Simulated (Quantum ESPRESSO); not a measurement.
# Projected density of states of magnetic YCrO4, part 2 of 2

Where do the states of the two spins of YCrO4 lie?

Quantum ESPRESSO 7.5; LDA; plane waves with GBRV 1.5 LDA potentials, no spin-orbit coupling.

So far, absolute magnetization (μB): step 2 (the magnetic state) 2.08.

### 3. Post-processing

Level of this step: LDA; plane waves with GBRV 1.5 LDA potentials, no spin-orbit coupling, projections on orthogonalised atomic orbitals (Quantum ESPRESSO).

The input, projwfc.in:

```
&PROJWFC
  prefix = 'pwscf'
  outdir = './tmp'
  filpdos = 'pdos'
  ngauss = 0
  degauss = 0.01
  DeltaE = 0.05
  Emin = -0.14
  Emax = 13.86
/
```

The run is started by

```console
OMP_NUM_THREADS=1 mpirun -n 4 projwfc.x -nk 4 -in projwfc.in > projwfc.out
```

What it wrote:

```text
[banner, memory and clock lines left out]
Program PROJWFC v.7.5 starts

     [... lines left out ...]
     IMPORTANT: XC functional enforced from input :
     Exchange-correlation= PZ
                           (   1   1   0   0   0   0   0)
     Any further DFT definition will be discarded
     Please, verify this is what you really want

     G-vector sticks info

     Check: negative core charge=   -0.000005

     negative rho (up, down):  6.072E-04 2.205E-03

     Gaussian broadening (read from input): ngauss,degauss=   0    0.010000

     Calling projwave ....

  Problem Sizes
  natomwfc =           78
  nbnd     =           71
  nkstot   =           26
  npwx     =         4583
  nkb      =          176

     Atomic states used for projection
     (read from pseudopotential files):

     state #   1: atom   1 (Y  ), wfc  1 (l=0 m= 1)
     state #   2: atom   1 (Y  ), wfc  2 (l=1 m= 1)
     state #   3: atom   1 (Y  ), wfc  2 (l=1 m= 2)
     state #   4: atom   1 (Y  ), wfc  2 (l=1 m= 3)
     state #   5: atom   1 (Y  ), wfc  3 (l=2 m= 1)
     state #   6: atom   1 (Y  ), wfc  3 (l=2 m= 2)
     state #   7: atom   1 (Y  ), wfc  3 (l=2 m= 3)
     state #   8: atom   1 (Y  ), wfc  3 (l=2 m= 4)
     state #   9: atom   1 (Y  ), wfc  3 (l=2 m= 5)
     state #  10: atom   1 (Y  ), wfc  4 (l=0 m= 1)
     state #  11: atom   1 (Y  ), wfc  5 (l=1 m= 1)
     state #  12: atom   1 (Y  ), wfc  5 (l=1 m= 2)
     state #  13: atom   1 (Y  ), wfc  5 (l=1 m= 3)
     state #  14: atom   2 (Y  ), wfc  1 (l=0 m= 1)
     state #  15: atom   2 (Y  ), wfc  2 (l=1 m= 1)
     state #  16: atom   2 (Y  ), wfc  2 (l=1 m= 2)
     state #  17: atom   2 (Y  ), wfc  2 (l=1 m= 3)
     state #  18: atom   2 (Y  ), wfc  3 (l=2 m= 1)
     state #  19: atom   2 (Y  ), wfc  3 (l=2 m= 2)
     state #  20: atom   2 (Y  ), wfc  3 (l=2 m= 3)
     state #  21: atom   2 (Y  ), wfc  3 (l=2 m= 4)
     state #  22: atom   2 (Y  ), wfc  3 (l=2 m= 5)
     state #  23: atom   2 (Y  ), wfc  4 (l=0 m= 1)
     state #  24: atom   2 (Y  ), wfc  5 (l=1 m= 1)
     state #  25: atom   2 (Y  ), wfc  5 (l=1 m= 2)
     state #  26: atom   2 (Y  ), wfc  5 (l=1 m= 3)
     state #  27: atom   3 (Cr ), wfc  1 (l=0 m= 1)
     state #  28: atom   3 (Cr ), wfc  2 (l=1 m= 1)
     state #  29: atom   3 (Cr ), wfc  2 (l=1 m= 2)
     state #  30: atom   3 (Cr ), wfc  2 (l=1 m= 3)
     state #  31: atom   3 (Cr ), wfc  3 (l=0 m= 1)
     state #  32: atom   3 (Cr ), wfc  4 (l=2 m= 1)
     state #  33: atom   3 (Cr ), wfc  4 (l=2 m= 2)
     state #  34: atom   3 (Cr ), wfc  4 (l=2 m= 3)
     state #  35: atom   3 (Cr ), wfc  4 (l=2 m= 4)
     state #  36: atom   3 (Cr ), wfc  4 (l=2 m= 5)
     state #  37: atom   4 (Cr ), wfc  1 (l=0 m= 1)
     state #  38: atom   4 (Cr ), wfc  2 (l=1 m= 1)
     state #  39: atom   4 (Cr ), wfc  2 (l=1 m= 2)
     state #  40: atom   4 (Cr ), wfc  2 (l=1 m= 3)
     state #  41: atom   4 (Cr ), wfc  3 (l=0 m= 1)
     state #  42: atom   4 (Cr ), wfc  4 (l=2 m= 1)
     state #  43: atom   4 (Cr ), wfc  4 (l=2 m= 2)
     state #  44: atom   4 (Cr ), wfc  4 (l=2 m= 3)
     state #  45: atom   4 (Cr ), wfc  4 (l=2 m= 4)
     state #  46: atom   4 (Cr ), wfc  4 (l=2 m= 5)
     state #  47: atom   5 (O  ), wfc  1 (l=0 m= 1)
     state #  48: atom   5 (O  ), wfc  2 (l=1 m= 1)
     state #  49: atom   5 (O  ), wfc  2 (l=1 m= 2)
     state #  50: atom   5 (O  ), wfc  2 (l=1 m= 3)
     state #  51: atom   6 (O  ), wfc  1 (l=0 m= 1)
     state #  52: atom   6 (O  ), wfc  2 (l=1 m= 1)
     state #  53: atom   6 (O  ), wfc  2 (l=1 m= 2)
     state #  54: atom   6 (O  ), wfc  2 (l=1 m= 3)
     state #  55: atom   7 (O  ), wfc  1 (l=0 m= 1)
     state #  56: atom   7 (O  ), wfc  2 (l=1 m= 1)
     state #  57: atom   7 (O  ), wfc  2 (l=1 m= 2)
     state #  58: atom   7 (O  ), wfc  2 (l=1 m= 3)
     state #  59: atom   8 (O  ), wfc  1 (l=0 m= 1)
     state #  60: atom   8 (O  ), wfc  2 (l=1 m= 1)
     state #  61: atom   8 (O  ), wfc  2 (l=1 m= 2)
     state #  62: atom   8 (O  ), wfc  2 (l=1 m= 3)
     state #  63: atom   9 (O  ), wfc  1 (l=0 m= 1)
     state #  64: atom   9 (O  ), wfc  2 (l=1 m= 1)
     state #  65: atom   9 (O  ), wfc  2 (l=1 m= 2)
     state #  66: atom   9 (O  ), wfc  2 (l=1 m= 3)
     state #  67: atom  10 (O  ), wfc  1 (l=0 m= 1)
     state #  68: atom  10 (O  ), wfc  2 (l=1 m= 1)
     state #  69: atom  10 (O  ), wfc  2 (l=1 m= 2)
     state #  70: atom  10 (O  ), wfc  2 (l=1 m= 3)
     state #  71: atom  11 (O  ), wfc  1 (l=0 m= 1)
     state #  72: atom  11 (O  ), wfc  2 (l=1 m= 1)
     state #  73: atom  11 (O  ), wfc  2 (l=1 m= 2)
     state #  74: atom  11 (O  ), wfc  2 (l=1 m= 3)
     state #  75: atom  12 (O  ), wfc  1 (l=0 m= 1)
     state #  76: atom  12 (O  ), wfc  2 (l=1 m= 1)
     state #  77: atom  12 (O  ), wfc  2 (l=1 m= 2)
     state #  78: atom  12 (O  ), wfc  2 (l=1 m= 3)

 [... projections of the bands left out ...]

Lowdin Charges:

     Atom #   1: total charge =  10.5877, s =  2.2575, p =  6.7911, d =  1.5390,
                 spin up      =   5.3220, s =  1.1327,
                 spin up      =   5.3220, p =  3.3991, pz=  1.1365, px=  1.1313, py=  1.1313,
                 spin up      =   5.3220, d =  0.7903, dz2=  0.1570, dxz=  0.1589, dyz=  0.1589, dx2-y2=  0.1880, dxy=  0.1275,
                 spin down    =   5.2656, s =  1.1248,
                 spin down    =   5.2656, p =  3.3920, pz=  1.1324, px=  1.1298, py=  1.1298,
                 spin down    =   5.2656, d =  0.7488, dz2=  0.1544, dxz=  0.1534, dyz=  0.1534, dx2-y2=  0.1867, dxy=  0.1008,
                 polarization =   0.0564, s =  0.0078, p =  0.0071, d =  0.0415,
     Atom #   2: total charge =  10.5877, s =  2.2575, p =  6.7911, d =  1.5390,
                 spin up      =   5.3220, s =  1.1327,
                 spin up      =   5.3220, p =  3.3991, pz=  1.1365, px=  1.1313, py=  1.1313,
                 spin up      =   5.3220, d =  0.7903, dz2=  0.1570, dxz=  0.1589, dyz=  0.1589, dx2-y2=  0.1880, dxy=  0.1275,
                 spin down    =   5.2656, s =  1.1248,
                 spin down    =   5.2656, p =  3.3920, pz=  1.1324, px=  1.1298, py=  1.1298,
                 spin down    =   5.2656, d =  0.7488, dz2=  0.1544, dxz=  0.1534, dyz=  0.1534, dx2-y2=  0.1867, dxy=  0.1008,
                 polarization =   0.0564, s =  0.0078, p =  0.0071, d =  0.0415,
     Atom #   3: total charge =  12.5394, s =  2.3093, p =  5.9792, d =  4.2508,
                 spin up      =   6.6921, s =  1.1569,
                 spin up      =   6.6921, p =  2.9896, pz=  0.9961, px=  0.9968, py=  0.9968,
                 spin up      =   6.6921, d =  2.5455, dz2=  0.7227, dxz=  0.4047, dyz=  0.4047, dx2-y2=  0.3951, dxy=  0.6184,
                 spin down    =   5.8473, s =  1.1524,
                 spin down    =   5.8473, p =  2.9896, pz=  0.9961, px=  0.9968, py=  0.9968,
                 spin down    =   5.8473, d =  1.7053, dz2=  0.2808, dxz=  0.3715, dyz=  0.3715, dx2-y2=  0.3609, dxy=  0.3205,
                 polarization =   0.8448, s =  0.0045, p =  0.0001, d =  0.8403,
     Atom #   4: total charge =  12.5394, s =  2.3093, p =  5.9792, d =  4.2508,
                 spin up      =   6.6921, s =  1.1569,
                 spin up      =   6.6921, p =  2.9896, pz=  0.9961, px=  0.9968, py=  0.9968,
                 spin up      =   6.6921, d =  2.5455, dz2=  0.7227, dxz=  0.4047, dyz=  0.4047, dx2-y2=  0.3951, dxy=  0.6184,
                 spin down    =   5.8473, s =  1.1524,
                 spin down    =   5.8473, p =  2.9896, pz=  0.9961, px=  0.9968, py=  0.9968,
                 spin down    =   5.8473, d =  1.7053, dz2=  0.2808, dxz=  0.3715, dyz=  0.3715, dx2-y2=  0.3609, dxy=  0.3205,
                 polarization =   0.8448, s =  0.0045, p =  0.0001, d =  0.8403,
     Atom #   5: total charge =   6.4392, s =  1.6789, p =  4.7603, d =  0.0000,
                 spin up      =   3.2271, s =  0.8398,
                 spin up      =   3.2271, p =  2.3873, pz=  0.7816, px=  0.8291, py=  0.7766,
                 spin up      =   3.2271, d =  0.0000, dz2=  0.0000, dxz=  0.0000, dyz=  0.0000, dx2-y2=  0.0000, dxy=  0.0000,
                 spin down    =   3.2120, s =  0.8391,
                 spin down    =   3.2120, p =  2.3730, pz=  0.7773, px=  0.8225, py=  0.7732,
                 spin down    =   3.2120, d =  0.0000, dz2=  0.0000, dxz=  0.0000, dyz=  0.0000, dx2-y2=  0.0000, dxy=  0.0000,
                 polarization =   0.0151, s =  0.0007, p =  0.0144, d =  0.0000,
     Atom #   6: total charge =   6.4392, s =  1.6789, p =  4.7603, d =  0.0000,
                 spin up      =   3.2271, s =  0.8398,
                 spin up      =   3.2271, p =  2.3873, pz=  0.7816, px=  0.7766, py=  0.8291,
                 spin up      =   3.2271, d =  0.0000, dz2=  0.0000, dxz=  0.0000, dyz=  0.0000, dx2-y2=  0.0000, dxy=  0.0000,
                 spin down    =   3.2120, s =  0.8391,
                 spin down    =   3.2120, p =  2.3730, pz=  0.7773, px=  0.7732, py=  0.8225,
                 spin down    =   3.2120, d =  0.0000, dz2=  0.0000, dxz=  0.0000, dyz=  0.0000, dx2-y2=  0.0000, dxy=  0.0000,
                 polarization =   0.0151, s =  0.0007, p =  0.0144, d =  0.0000,
     Atom #   7: total charge =   6.4392, s =  1.6789, p =  4.7603, d =  0.0000,
                 spin up      =   3.2271, s =  0.8398,
                 spin up      =   3.2271, p =  2.3873, pz=  0.7816, px=  0.8291, py=  0.7766,
                 spin up      =   3.2271, d =  0.0000, dz2=  0.0000, dxz=  0.0000, dyz=  0.0000, dx2-y2=  0.0000, dxy=  0.0000,
                 spin down    =   3.2120, s =  0.8391,
                 spin down    =   3.2120, p =  2.3730, pz=  0.7773, px=  0.8225, py=  0.7732,
                 spin down    =   3.2120, d =  0.0000, dz2=  0.0000, dxz=  0.0000, dyz=  0.0000, dx2-y2=  0.0000, dxy=  0.0000,
                 polarization =   0.0151, s =  0.0007, p =  0.0144, d =  0.0000,
     Atom #   8: total charge =   6.4392, s =  1.6789, p =  4.7603, d =  0.0000,
                 spin up      =   3.2271, s =  0.8398,
                 spin up      =   3.2271, p =  2.3873, pz=  0.7816, px=  0.7766, py=  0.8291,
                 spin up      =   3.2271, d =  0.0000, dz2=  0.0000, dxz=  0.0000, dyz=  0.0000, dx2-y2=  0.0000, dxy=  0.0000,
                 spin down    =   3.2120, s =  0.8391,
                 spin down    =   3.2120, p =  2.3730, pz=  0.7773, px=  0.7732, py=  0.8225,
                 spin down    =   3.2120, d =  0.0000, dz2=  0.0000, dxz=  0.0000, dyz=  0.0000, dx2-y2=  0.0000, dxy=  0.0000,
                 polarization =   0.0151, s =  0.0007, p =  0.0144, d =  0.0000,
     Atom #   9: total charge =   6.4392, s =  1.6789, p =  4.7603, d =  0.0000,
                 spin up      =   3.2271, s =  0.8398,
                 spin up      =   3.2271, p =  2.3873, pz=  0.7816, px=  0.8291, py=  0.7766,
                 spin up      =   3.2271, d =  0.0000, dz2=  0.0000, dxz=  0.0000, dyz=  0.0000, dx2-y2=  0.0000, dxy=  0.0000,
                 spin down    =   3.2120, s =  0.8391,
                 spin down    =   3.2120, p =  2.3730, pz=  0.7773, px=  0.8225, py=  0.7732,
                 spin down    =   3.2120, d =  0.0000, dz2=  0.0000, dxz=  0.0000, dyz=  0.0000
```

Wall time 2.2 s (4 MPI ranks of Arm Neoverse V2, shared host); peak memory 0.45 GiB.

The density of states has structure finer than the step of the table below, so its rows give means over 0.5 eV, whole bins alone (the curve runs from -9.00 to 5.05 eV). Peaks (eV: height): up -6.85: 10.1, -5.30: 7.72, 0.00: 7.99, 4.10: 7.69; down -6.65: 9.78, -5.20: 9.12, 0.80: 10.3, 4.20: 7.46; Y1 p up -6.75: 0.116, -6.25: 0.0777, -4.70: 0.0487, 4.65: 0.092; Y1 p down -6.60: 0.115, -6.05: 0.0934, -4.60: 0.0458, 4.70: 0.094; Cr3 d up -6.85: 1.38, 0.00: 2.52, 1.70: 1.95.

Gaussian broadening of 0.136 eV on the SCF mesh. Density of states against energy, zero at the Fermi level; means over each step; 7 of 8 lines; values in states/eV/cell:

| energy (eV) | up | down | Y1 p up | Y1 p down | Cr3 d up | Cr3 d down | O5 p up |
| --- | --- | --- | --- | --- | --- | --- | --- |
| -8.0 | 0 | 0 | 0 | 0 | 0 | 0 | 0 |
| -7.5 | 0.304 | 0.00937 | 1.0e-3 | 1.1e-5 | 0.0402 | 0.00101 | 0.0234 |
| -7.0 | 6.77 | 3.77 | 0.0600 | 0.0250 | 0.925 | 0.439 | 0.507 |
| -6.5 | 6.21 | 7.25 | 0.0750 | 0.0877 | 0.886 | 0.868 | 0.471 |
| -6.0 | 5.80 | 6.13 | 0.0481 | 0.0687 | 0.777 | 0.727 | 0.466 |
| -5.5 | 6.86 | 6.58 | 0.0296 | 0.0331 | 0.596 | 0.559 | 0.623 |
| -5.0 | 4.52 | 6.15 | 0.0336 | 0.0348 | 0.129 | 0.331 | 0.463 |
| -4.5 | 3.82 | 3.69 | 0.0328 | 0.0329 | 0.0522 | 0.0570 | 0.410 |
| -4.0 | 6.04 | 6.14 | 0.0229 | 0.0242 | 0.0592 | 0.0613 | 0.687 |
| -3.5 | 5.28 | 5.36 | 0.0164 | 0.0165 | 0.0295 | 0.0295 | 0.624 |
| -3.0 | 2.37 | 2.89 | 0.00572 | 0.00731 | 0.00426 | 0.00590 | 0.289 |
| -2.5 | 0.00733 | 0.0153 | 4.9e-6 | 4.9e-6 | 0 | 4.9e-6 | 9.1e-4 |
| -2.0 | 0 | 0 | 0 | 0 | 0 | 0 | 0 |
| -1.5 | 0 | 0 | 0 | 0 | 0 | 0 | 0 |
| -1.0 | 0.0397 | 0 | 2.6e-5 | 0 | 0.0135 | 0 | 6.1e-4 |
| -0.5 | 0.839 | 0.0107 | 0.00318 | 0 | 0.274 | 0.00379 | 0.0240 |
| 0.0 | 6.30 | 0.385 | 0.0293 | 9.3e-4 | 1.98 | 0.131 | 0.241 |
| 0.5 | 0.915 | 3.13 | 0.00154 | 0.0133 | 0.271 | 1.07 | 0.0414 |
| 1.0 | 2.42 | 4.68 | 0.00134 | 0.0172 | 0.701 | 1.57 | 0.0838 |
| 1.5 | 4.74 | 2.76 | 0.0132 | 0.00243 | 1.28 | 0.817 | 0.186 |
| 2.0 | 4.55 | 5.38 | 0.0109 | 0.0183 | 1.22 | 1.49 | 0.193 |
| 2.5 | 0.191 | 3.58 | 6.9e-4 | 0.00989 | 0.0512 | 0.998 | 0.00880 |
| 3.0 | 0.00194 | 0.0762 | 0 | 3.6e-4 | 5.1e-6 | 0.0214 | 0 |
| 3.5 | 0.0364 | 0.0318 | 4.2e-5 | 5.6e-6 | 1.7e-4 | 2.1e-4 | 1.5e-4 |
| 4.0 | 4.22 | 3.29 | 0.0383 | 0.0314 | 0.0768 | 0.0819 | 0.0661 |
| 4.5 | 5.58 | 6.08 | 0.0788 | 0.0758 | 0.0410 | 0.0843 | 0.0643 |

### 4. What came out

```yaml
state: ferromagnetic
largest_moment_in_a_sphere: 0.665 μB
```

What this shows: Distinct peaks of the density of states (up) stand at -6.85, -5.30, 0.00, 1.70 and 4.10 eV; the one at -6.85 eV is strongest. These are Kohn–Sham states without spin–orbit coupling, on the mesh of the self-consistent run. No Hubbard term acts here. In such compounds local and semilocal functionals without one often delocalise the d electrons, and can shrink or lose moments and miss the size, sign and order of the couplings. The smearing term is large for its width, so states at the Fermi level are partly filled: at this level the cell is a metal or has a gap of a few widths at most.

[Logs and program files are shortened in this print: banners, set-up blocks, solver, clock and traceback lines can be left out without a mark of their own.]

[Logs are printed without paths, hosts, clocks, repeated set-up lines and the standing remarks that a program may print on its own settings, such as how far it seeks lower states.]

[Hosts, paths, dates, database ids (printed as entryN), source tags and the programs' standing remarks are cut or masked in the printed files.]

[Where a cell is said to come from a database of computed structures, the database is the Materials Project.]
